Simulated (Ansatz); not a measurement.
# Ta(321) slab (30 atoms): surface energy

What is the surface energy of this cell, counted against the bulk crystal, and how far does it hang on functional and mesh?

Calculated with Ansatz 0.2.0: Kohn-Sham DFT, PBE, PAW (set soft_2), plane waves; cutoff 420 eV, fermi-dirac smearing of 0.1 eV. Cutoffs: 420 eV for PBE and PBEsol; 500 eV for r2SCAN.

**The cells**

The cell holds 30 atoms: 30 Ta. Cell: a = 5.750 Å, b = 7.424 Å, c = 27.422 Å, α = 90.0°, β = 90.0°, γ = 75.0°. It derives from Ta. The starting structure: Slab of Ta cut on (3 2 1), 12.4 Å thick, 2 x 1 surface cells, both faces free, 15 Å of vacuum; not relaxed. Lattice constants are starting values near those of PBE. Vacuum lies along c.

The bulk reference is Ta2 in a cell of 2 atoms, 18.297 Å³ an atom.

The input of the single point on the relaxed cell:

```yaml
crystal:
  lattice:
    - [5.75041, 0.0, 0.0]
    - [1.9168, 7.17202, 0.0]
    - [0.0, 0.0, 27.4223]
  atoms:
    - { symbol: Ta, position: [0.44796, 0.71992, 0.2815] }
    - { symbol: Ta, position: [0.14925, 0.06134, 0.30779] }
    - { symbol: Ta, position: [0.35524, 0.42723, 0.33718] }
    - { symbol: Ta, position: [0.07841, 0.78483, 0.37249] }
    [... 24 atom lines left out ...]
    - { symbol: Ta, position: [0.70789, 0.36723, 0.69221] }
    - { symbol: Ta, position: [0.90919, 0.70866, 0.7185] }
kpoints:
  mp_grid: { grid: [6, 5, 1] }
hamiltonian:
  xc: pbe
scf:
  occupations: { method: fermi_dirac, width: 0.1 }
output:
  forces: true
  populations: true
  dos:
    method: { smearing: { sigma: 0.08 } }
    de: 0.1
    projected: { site_lists: { Ta: [Ta] } }
  eigenvalues: true
  write_density: true
  write_potential: true
  volumetric_format: npy
```

| cell | formula | k-mesh | relaxation steps | gain on relaxing (eV) | free energy, PBE (eV) | time of its runs on this page |
| --- | --- | --- | --- | --- | --- | --- |
| Ta(321) slab | Ta30 | 6×5×1 (relaxed on 4×3×1) | 5 | 0.79 | -297954.650 | 55 s |
| bulk Ta | Ta2 | 17×17×17 | - | - | -19864.546 | 25 s |

**Surface energy**

The excess is the cell's free energy less 15 times that of the bulk cell. It is divided by twice the area, as the cell holds two faces, so the value is their mean, and they need not be alike (41.24 Å²), with 1 eV/Å² = 16.022 J/m².

| level | k-mesh | excess (eV) | surface energy (J/m²) | per area (meV/Å²) |
| --- | --- | --- | --- | --- |
| PBE | 6×5×1 | 13.534 | 2.629 | 164.1 |
| PBE, denser mesh | 8×6×1 | 13.541 | 2.630 | 164.2 |
| r2SCAN | 6×5×1 | 14.694 | 2.854 | 178.1 |
| PBEsol | 6×5×1 | 14.827 | 2.880 | 179.8 |

Worked for the first row at PBE: (-297954.650) − 15 × (-19864.546) = 13.534 eV (from unrounded energies).

Then 13.534 / (2 × 41.24) × 16.022 = 2.629 J/m².

**Findings**

At PBE the surface energy is 2.63 J/m². At the same geometries the levels give 2.63 (PBE) to 2.88 J/m² (PBEsol) and the denser mesh leaves it within 0.01 J/m². Relaxing the atoms lowered it by 0.153 J/m² from the start (on the 4×3×1 mesh of the relaxation), and the farthest atom moved 0.25 Å.

Limits: The cell edges were held, so the lattice is the typed one for every functional. Cell and bulk are sampled on unlike meshes, and the error grows with the number of atoms subtracted. These are free energies under a smearing of 0.1 eV, whose entropy term isn't removed. Spin–orbit coupling is left out, which matters for the levels of the heavy elements. In some runs the program notes that positions were snapped to a detected symmetry and the exchange-correlation potential is rough where the density is thin.

[Logs are printed without paths, hosts, clocks, repeated set-up lines and the standing remarks that a program may print on its own settings, such as how far it seeks lower states.]

[Hosts, paths, dates, database ids (printed as entryN), source tags and the programs' standing remarks are cut or masked in the printed files.]
